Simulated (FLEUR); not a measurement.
# AlFe: energy against a fixed spin moment, part 2 of 2

Wanted: E(M) for AlFe, with its minima.

FLEUR MaX-R8.1; PBEsol; all-electron FLAPW, Dirac cores, scalar-relativistic bands.

So far, magnetization (μB): step 2 (unconstrained state) 0.767.

### 4. Moment fixed at 0.683 μB

Two Fermi energies hold the total moment; the run starts from the free run's density.

File inp.xml:

```
<?xml version="1.0" encoding="UTF-8" standalone="no"?>
<fleurInput fleurInputVersion="0.39">
   <comment>
      AlFe
   </comment>
   <calculationSetup>
      <cutoffs Kmax="4.1" Gmax="12.3" GmaxXC="12.3" numbands="0"/>
      <scfLoop itmax="90" minDistance="0.00002" maxIterBroyd="15" imix="Anderson" alpha="0.05" precondParam="0.0" spinf="2.0" sdNocoIR="T"/>
      <coreElectrons ctail="T" frcor="F" kcrel="0" coretail_lmax="0"/>
      <xcFunctional name="PBEs" relativisticCorrections="F"/>
      <magnetism jspins="2" fixed_moment="0.683"/>
      <soc l_soc="F" theta="0.0" phi="0.0" spav="F"/>
      <expertModes spex="0" secvar="F"/>
      <geometryOptimization l_f="F" forcealpha="1.0" forcemix="BFGS" epsdisp="0.00001" epsforce="0.00001"/>
      <ldaU l_linMix="F" mixParam="0.05" spinf="1.0"/>
   </calculationSetup>
   <cell>
      <bzIntegration valenceElectrons="19.0" mode="hist" fermiSmearingEnergy="0.00183747">
         <kPointListSelection listName="default-1"/>
         <xi:include xmlns:xi="http://www.w3.org/2001/XInclude" href="kpts.xml"> </xi:include>
      </bzIntegration>
      <xi:include xmlns:xi="http://www.w3.org/2001/XInclude" href="sym.xml"> </xi:include>
      <bulkLattice scale="1.0">
         <bravaisMatrix>
            <row-1>    5.4991030225859996     0.0000000000000000     0.0000000000000000</row-1>
            <row-2>    0.0000000000000000     5.4991030225859996     0.0000000000000000</row-2>
            <row-3>    0.0000000000000000     0.0000000000000000     5.4991030225859996</row-3>
         </bravaisMatrix>
      </bulkLattice>
   </cell>
   <atomSpecies>
      <species name="Aluminum (Al)" element="Al" atomicNumber="13">
         <mtSphere radius="1.83" gridPoints="605" logIncrement="0.019"/>
         <atomicCutoffs lmax="8" lnonsphr="6"/>
         <electronConfig flipSpins="F">
            <coreConfig>(1s1/2) (2s1/2) (2p1/2) (2p3/2)</coreConfig>
            <valenceConfig>(3s1/2) (3p1/2) (3p3/2)</valenceConfig>
            <stateOccupation state="(3p1/2)" spinUp="0.166667" spinDown="0.166667"/>
            <stateOccupation state="(3p3/2)" spinUp="0.333333" spinDown="0.333333"/>
         </electronConfig>
         <energyParameters s="3" p="3" d="3" f="4"/>
      </species>
      <species name="Iron (Fe) 2.801" element="Fe" atomicNumber="26">
         <mtSphere radius="2.68" gridPoints="885" logIncrement="0.014"/>
         <atomicCutoffs lmax="10" lnonsphr="8"/>
         <electronConfig flipSpins="F">
            <coreConfig>(1s1/2) (2s1/2) (2p1/2) (2p3/2)</coreConfig>
            <valenceConfig>(3s1/2) (3p1/2) (3p3/2) (4s1/2) (3d3/2) (3d5/2)</valenceConfig>
            <stateOccupation state="(3d3/2)" spinUp="1.4005" spinDown="0.9995"/>
            <stateOccupation state="(3d5/2)" spinUp="3.0" spinDown="0.6"/>
         </electronConfig>
         <energyParameters s="4" p="4" d="3" f="4"/>
         <lo type="SCLO" l="0" n="3" eDeriv="0"/>
         <lo type="SCLO" l="1" n="3" eDeriv="0"/>
      </species>
   </atomSpecies>
   <atomGroups>
      <atomGroup species="Aluminum (Al)">
         <relPos label="                   1">.0000000000 .0000000000 .0000000000</relPos>
         <force calculate="T" relaxXYZ="TTT"/>
      </atomGroup>
      <atomGroup species="Iron (Fe) 2.801">
         <relPos label="                   2">1.000/2.000 1.000/2.000 1.000/2.000</relPos>
         <force calculate="T" relaxXYZ="TTT"/>
      </atomGroup>
   </atomGroups>
   <output dos="F" band="F" slice="F">
      <bandDOS minEnergy="-.5*Htr" maxEnergy="0.5*Htr" sigma="0.015" storeEVData="T"/>
      <plotting iplot="0" polar="F">
         <plot TwoD="T" vec1="  1.0  0.0  0.0" vec2="  0.0  1.0  0.0" vec3="  0.0  0.0  1.0" zero="  0.0  0.0  0.0" file="plot"/>
      </plotting>
      <moessbauerParams electricFieldGradient="F" isomerShift="F" coreHyperfine="F" valenceHyperfine="F"/>
   </output>
</fleurInput>
```

Run with:

```bash
> OMP_NUM_THREADS=1 mpirun -n 4 fleur_MPI > fleur.log
```

What it wrote:

```text
[banner, memory and clock lines left out]
Welcome to FLEUR        (www.flapw.de)
      MaX-Release 8.1          (www.max-centre.eu)

 ========== k-point set info ==========
 Selected k-point list: default-1
 k-point list type: mesh
 10 x 10 x 10
 Number of k points: 56

 [... set-up left out ...]
 Iteration:     1   Distance:       1.57372473 me/bohr^3
 Iteration:     2   Distance:       1.51012879 me/bohr^3
 Iteration:     3   Distance:       0.50515872 me/bohr^3
 Iteration:     4   Distance:       0.10872069 me/bohr^3
 Iteration:     5   Distance:       0.04778662 me/bohr^3
 Iteration:     6   Distance:       0.01582007 me/bohr^3
 Iteration:     7   Distance:       0.00605437 me/bohr^3
 Iteration:     8   Distance:       0.00470735 me/bohr^3
 Iteration:     9   Distance:       0.00272011 me/bohr^3
 Iteration:    10   Distance:       0.00038929 me/bohr^3
 Iteration:    11   Distance:       0.00078436 me/bohr^3
 Iteration:    12   Distance:       0.00009526 me/bohr^3
 Iteration:    13   Distance:       0.00001096 me/bohr^3

 ********************************************************************
 Run finished successfully
 Stop message:
   all done
 ********************************************************************

--- out.xml (last complete iteration) ---
<iteration numberForCurrentRun="   13" overallNumber="   40">
         [... left out ...]
         <bandgap value="0.0426726404" units="eV"/>
         <sumValenceSingleParticleEnergies value="-6.1830026999" units="Htr"/>
         <bandgap value="0.0012002570" units="eV"/>
         <sumValenceSingleParticleEnergies value="-12.3973049675" units="Htr"/>
         <FermiEnergy value="0.3400563563" units="Htr"/>
         <FixedTotalMoment fermiEnergyUp="0.3363089665" fermiEnergyDown="0.3400563563" units="Htr"/>
         [... left out ...]
         <magneticMomentsInMTSpheres units="muBohr">
            <globalMagMoment atomType="1" vec="0.00000   0.00000  -0.01861"/>
            <globalMagMoment atomType="2" vec="0.00000   0.00000   0.74026"/>
         </magneticMomentsInMTSpheres>
         [... left out ...]
         <totalEnergy value="    -1514.0118724350" units="Htr">
            <sumOfEigenvalues value="     -862.4592930089">
               <coreElectrons value="-850.0619880414"/>
               <valenceElectrons value="-12.3973049675"/>
            </sumOfEigenvalues>
         [... left out ...]
            <freeEnergy value="-1514.0125799756"/>
            <extrapolationTo0K value="-1514.0122262053"/>
         </totalEnergy>
         <densityConvergence units="me/bohr^3">
            <chargeDensity spin="1" distance="0.0000087339"/>
            <chargeDensity spin="2" distance="0.0000059084"/>
            <overallChargeDensity distance="0.0000101153"/>
            <spinDensity distance="0.0000109572"/>
         </densityConvergence>
      </iteration>
```

Elapsed: 7.2 s, on 4 MPI ranks of AMD EPYC 9R45, shared host; peak memory 0.25 GiB; 28 s of CPU time.

This step gave:

* magnetization: 0.683 μB

Its energy lies +2.5 meV a cell from the free run's.

### 5. Moment fixed at 0.911 μB

Edit inp.xml of step 4 so:

```diff
@@ -10,3 +10,3 @@
       <xcFunctional name="PBEs" relativisticCorrections="F"/>
-      <magnetism jspins="2" fixed_moment="0.683"/>
+      <magnetism jspins="2" fixed_moment="0.911"/>
       <soc l_soc="F" theta="0.0" phi="0.0" spav="F"/>
```

What it wrote:

```text
[banner, memory and clock lines left out]
Welcome to FLEUR        (www.flapw.de)
      MaX-Release 8.1          (www.max-centre.eu)

 ========== k-point set info ==========
 Selected k-point list: default-1
 k-point list type: mesh
 10 x 10 x 10
 Number of k points: 56

 [... set-up left out ...]
 Iteration:     1   Distance:       2.75018680 me/bohr^3
 Iteration:     2   Distance:       2.64022754 me/bohr^3
 Iteration:     3   Distance:       0.70282471 me/bohr^3
 Iteration:     4   Distance:       0.19890861 me/bohr^3
 Iteration:     5   Distance:       0.17414888 me/bohr^3
[...]
<sumOfEigenvalues value="     -862.4660453043">
               <coreElectrons value="-850.0595511783"/>
               <valenceElectrons value="-12.4064941261"/>
            </sumOfEigenvalues>
         [... left out ...]
            <freeEnergy value="-1514.0122641591"/>
            <extrapolationTo0K value="-1514.0119087130"/>
         </totalEnergy>
         <densityConvergence units="me/bohr^3">
            <chargeDensity spin="1" distance="0.0000041100"/>
            <chargeDensity spin="2" distance="0.0000069974"/>
            <overallChargeDensity distance="0.0000064493"/>
            <spinDensity distance="0.0000094930"/>
         </densityConvergence>
      </iteration>
```

Run time: 7.6 s. Hardware: 4 MPI ranks; peak memory 0.24 GiB; 29 s of CPU time.

Numbers from this step:

- magnetization: 0.911 μB

Its energy lies +11.1 meV a cell from the free run's.

### 6. Moment fixed at 0.456 μB

Edit inp.xml of step 5 so:

```diff
@@ -10,3 +10,3 @@
       <xcFunctional name="PBEs" relativisticCorrections="F"/>
-      <magnetism jspins="2" fixed_moment="0.911"/>
+      <magnetism jspins="2" fixed_moment="0.456"/>
       <soc l_soc="F" theta="0.0" phi="0.0" spav="F"/>
```

What it wrote:

```text
[banner, memory and clock lines left out]
Welcome to FLEUR        (www.flapw.de)
      MaX-Release 8.1          (www.max-centre.eu)

 ========== k-point set info ==========
 Selected k-point list: default-1
 k-point list type: mesh
 10 x 10 x 10
 Number of k points: 56

 [... set-up left out ...]
 Iteration:     1   Distance:       6.09918126 me/bohr^3
 Iteration:     2   Distance:       5.85345054 me/bohr^3
 Iteration:     3   Distance:       1.07804256 me/bohr^3
 Iteration:     4   Distance:       0.42672233 me/bohr^3
 Iteration:     5   Distance:       0.29046070 me/bohr^3
[...]
<sumOfEigenvalues value="     -862.4573754199">
               <coreElectrons value="-850.0641015667"/>
               <valenceElectrons value="-12.3932738533"/>
            </sumOfEigenvalues>
         [... left out ...]
            <freeEnergy value="-1514.0119957326"/>
            <extrapolationTo0K value="-1514.0115879151"/>
         </totalEnergy>
         <densityConvergence units="me/bohr^3">
            <chargeDensity spin="1" distance="0.0000076852"/>
            <chargeDensity spin="2" distance="0.0000104427"/>
            <overallChargeDensity distance="0.0000139868"/>
            <spinDensity distance="0.0000118572"/>
         </densityConvergence>
      </iteration>
```

Wall time 7.8 s (4 MPI ranks); peak memory 0.25 GiB.

Numbers from this step:

| Item | Value |
| --- | --- |
| magnetization | 0.456 μB |

Its energy lies +18.4 meV a cell from the free run's.

### 7. An attempt with other settings

A slip in the input shows what the program catches and what it lets pass.

File inp.xml:

```
<?xml version="1.0" encoding="UTF-8" standalone="no"?>
<fleurInput fleurInputVersion="0.39">
   <comment>
      AlFe
   </comment>
   <calculationSetup>
      <cutoffs Kmax="4.1" Gmax="12.3" GmaxXC="12.3" numbands="0"/>
      <scfLoop itmax="60" minDistance="0.00002" maxIterBroyd="15" imix="Anderson" alpha="0.05" precondParam="0.0" spinf="2.0" sdNocoIR="T"/>
      <coreElectrons ctail="T" frcor="F" kcrel="0" coretail_lmax="0"/>
      <xcFunctional name="PBEs" relativisticCorrections="F"/>
      <magnetism jspins="2"/>
      <soc l_soc="F" theta="0.0" phi="0.0" spav="F"/>
      <expertModes spex="0" secvar="F"/>
      <geometryOptimization l_f="F" forcealpha="1.0" forcemix="BFGS" epsdisp="0.00001" epsforce="0.00001"/>
      <ldaU l_linMix="F" mixParam="0.05" spinf="1.0"/>
   </calculationSetup>
   <cell>
      <bzIntegration valenceElectrons="19.0" mode="hist" fermiSmearingEnergy="0.00183747">
         <kPointListSelection listName="default-1"/>
         <xi:include xmlns:xi="http://www.w3.org/2001/XInclude" href="kpts.xml"> </xi:include>
      </bzIntegration>
      <xi:include xmlns:xi="http://www.w3.org/2001/XInclude" href="sym.xml"> </xi:include>
      <bulkLattice scale="1.0">
         <bravaisMatrix>
            <row-1>    5.4991030225859996     0.0000000000000000     0.0000000000000000</row-1>
            <row-2>    0.0000000000000000     5.4991030225859996     0.0000000000000000</row-2>
            <row-3>    0.0000000000000000     0.0000000000000000     5.4991030225859996</row-3>
         </bravaisMatrix>
      </bulkLattice>
   </cell>
   <atomSpecies>
      <species name="Aluminum (Al)" element="Al" atomicNumber="13">
         <mtSphere radius="1.83" gridPoints="605" logIncrement="0.019"/>
         <atomicCutoffs lmax="8" lnonsphr="6"/>
         <electronConfig flipSpins="F">
            <coreConfig>(1s1/2) (2s1/2) (2p1/2) (2p3/2)</coreConfig>
            <valenceConfig>(3s1/2) (3p1/2) (3p3/2)</valenceConfig>
            <stateOccupation state="(3p1/2)" spinUp="0.166667" spinDown="0.166667"/>
            <stateOccupation state="(3p3/2)" spinUp="0.333333" spinDown="0.333333"/>
         </electronConfig>
         <energyParameters s="3" p="3" d="3" f="4"/>
      </species>
      <species name="Iron (Fe) 2.801" element="Fe" atomicNumber="26">
         <mtSphere radius="2.68" gridPoints="885" logIncrement="0.014"/>
         <atomicCutoffs lmax="10" lnonsphr="8"/>
         <electronConfig flipSpins="F">
            <coreConfig>(1s1/2) (2s1/2) (2p1/2) (2p3/2)</coreConfig>
            <valenceConfig>(3s1/2) (3p1/2) (3p3/2) (4s1/2) (3d3/2) (3d5/2)</valenceConfig>
            <stateOccupation state="(3d3/2)" spinUp="1.4005" spinDown="0.9995"/>
            <stateOccupation state="(3d5/2)" spinUp="3.0" spinDown="0.6"/>
         </electronConfig>
         <energyParameters s="4" p="4" d="3" f="4"/>
      </species>
   </atomSpecies>
   <atomGroups>
      <atomGroup species="Aluminum (Al)">
         <relPos label="                   1">.0000000000 .0000000000 .0000000000</relPos>
         <force calculate="T" relaxXYZ="TTT"/>
      </atomGroup>
      <atomGroup species="Iron (Fe) 2.801">
         <relPos label="                   2">1.000/2.000 1.000/2.000 1.000/2.000</relPos>
         <force calculate="T" relaxXYZ="TTT"/>
      </atomGroup>
   </atomGroups>
   <output dos="F" band="F" slice="F">
      <bandDOS minEnergy="-.5*Htr" maxEnergy="0.5*Htr" sigma="0.015" storeEVData="T"/>
      <plotting iplot="0" polar="F">
         <plot TwoD="T" vec1="  1.0  0.0  0.0" vec2="  0.0  1.0  0.0" vec3="  0.0  0.0  1.0" zero="  0.0  0.0  0.0" file="plot"/>
      </plotting>
      <moessbauerParams electricFieldGradient="F" isomerShift="F" coreHyperfine="F" valenceHyperfine="F"/>
   </output>
</fleurInput>
```

File crystal.txt:

```
AlFe
&input film=F cartesian=F /
2.91000000000  0.00000000000  0.00000000000
0.00000000000  2.91000000000  0.00000000000
0.00000000000  0.00000000000  2.91000000000
1.8897261246
1.0 1.0 1.0

2
13 0.00000000000  0.00000000000  0.00000000000
26 0.50000000000  0.50000000000  0.50000000000 : 2.801

&kpt div1=10 div2=10 div3=10 gamma=T /
```

Run with:

```bash
> OMP_NUM_THREADS=1 inpgen -f crystal.txt > inpgen.log  # inp.xml is then edited as shown
> OMP_NUM_THREADS=1 mpirun -n 4 fleur_MPI > fleur.log
```

What it wrote:

```text
[banner, memory and clock lines left out]
Welcome to FLEUR        (www.flapw.de)
      MaX-Release 8.1          (www.max-centre.eu)

 ========== k-point set info ==========
 Selected k-point list: default-1
 k-point list type: mesh
 10 x 10 x 10
 Number of k points: 56

 [... set-up left out ...]
 Iteration:     1   Distance:     214.11036403 me/bohr^3
 Iteration:     2   Distance:     190.22821785 me/bohr^3
 Iteration:     3   Distance:     108.29838801 me/bohr^3
 Iteration:     4   Distance:      90.32884518 me/bohr^3
 Iteration:     5   Distance:      40.28161982 me/bohr^3
 Iteration:     6   Distance:       5.32358359 me/bohr^3
 Iteration:     7   Distance:       6.15088824 me/bohr^3
 Iteration:     8   Distance:       1.04783198 me/bohr^3
 Iteration:     9   Distance:       0.89334496 me/bohr^3
 Iteration:    10   Distance:       0.42700005 me/bohr^3
 Iteration:    11   Distance:       0.26968122 me/bohr^3
 Iteration:    12   Distance:       0.09972428 me/bohr^3
 Iteration:    13   Distance:       0.01170668 me/bohr^3
 Iteration:    14   Distance:       0.01473711 me/bohr^3
 Iteration:    15   Distance:       0.00148882 me/bohr^3
 Iteration:    16   Distance:       0.00137889 me/bohr^3
 Iteration:    17   Distance:       0.00042610 me/bohr^3
 Iteration:    18   Distance:       0.00015890 me/bohr^3
 Iteration:    19   Distance:       0.00005468 me/bohr^3
 Iteration:    20   Distance:       0.00002438 me/bohr^3
 Iteration:    21   Distance:       0.00001066 me/bohr^3

 ********************************************************************
 Run finished successfully
 Stop message:
   all done
 ********************************************************************

--- out.xml (last complete iteration) ---
<iteration numberForCurrentRun="   21" overallNumber="   21">
         [... left out ...]
         <bandgap value="0.0386495518" units="eV"/>
         <sumValenceSingleParticleEnergies value="-0.4125585176" units="Htr"/>
         <FermiEnergy value="0.8569270392" units="Htr"/>
         [... left out ...]
         <magneticMomentsInMTSpheres units="muBohr">
            <globalMagMoment atomType="1" vec="0.00000   0.00000   0.00000"/>
            <globalMagMoment atomType="2" vec="0.00000   0.00000   0.00000"/>
         </magneticMomentsInMTSpheres>
         [... left out ...]
         <totalEnergy value="    -1491.9286357577" units="Htr">
            <sumOfEigenvalues value="     -863.1447184588">
               <coreElectrons value="-862.7321599412"/>
               <valenceElectrons value="-0.4125585176"/>
            </sumOfEigenvalues>
         [... left out ...]
            <freeEnergy value="-1491.9287719981"/>
            <extrapolationTo0K value="-1491.9287038779"/>
         </totalEnergy>
         <densityConvergence units="me/bohr^3">
            <chargeDensity spin="1" distance="0.0000068934"/>
            <chargeDensity spin="2" distance="0.0000077011"/>
            <overallChargeDensity distance="0.0000106590"/>
            <spinDensity distance="0.0000100018"/>
         </densityConvergence>
      </iteration>
```

Elapsed: 11 s, on 4 MPI ranks; peak memory 0.25 GiB; 42 s of CPU time.

The run converged, but its input is faulty, so its numbers are not to be trusted.

The fault in the input: semicore states without local orbitals.

Side by side:

```
           quantity   this run  first run  difference
largest moment (μB)          0    0.82518      -0.825
 magnetization (μB)          0     0.7669      -0.767
   free energy (eV)  -40597.45  -41198.38         601
```

The two runs differ clearly in the largest moment: 0 μB against 0.825 μB.

Semicore states counted as valence have no basis functions without local orbitals, so their electrons fill higher states.

### 8. The curve

The other moments were run in the same way.

Energy over the lowest against total spin moment:

```
total spin moment (μB a cell)  energy over the lowest (meV a cell)
                        0.000                                 36.9
                        0.228                                 32.1
                        0.456                                 18.4
                        0.683                                 2.51
                        0.767                                    0
                        0.911                                 11.1
                        1.139                                 52.8
                        1.367                                 98.0
```

Table of moment, largest sphere moment by total spin moment:

```
total spin moment (μB a cell)  moment, largest sphere moment (μB)
                        0.000                                   0
                        0.228                               0.251
                        0.456                               0.500
                        0.683                               0.740
                        0.767                               0.825
                        0.911                               0.971
                        1.139                                1.21
                        1.367                                1.45
```

### 9. Results

* moment of the free run: 0.767 μB a cell
* moment of the lowest point: 0.767 μB a cell
* energy of the spinless run: 36.9 meV a cell over the lowest

In words: The lowest point lies 36.9 meV a cell under the spinless run, in free energy at a smearing of 0.05 eV. The point at zero is the spinless run. Opposed orders, which also have no total moment, were not run. Core electrons leak out of the spheres (0.027 e), which costs some accuracy.

[Logs and program files are shortened in this print: banners, set-up blocks, solver, clock and traceback lines can be left out without a mark of their own.]

[Logs are printed without paths, hosts, clocks, repeated set-up lines and the standing remarks that a program may print on its own settings, such as how far it seeks lower states.]

[Hosts, paths, dates, database ids (printed as entryN), source tags and the programs' standing remarks are cut or masked in the printed files.]

[Where a cell is said to come from a database of computed structures, the database is the Materials Project.]
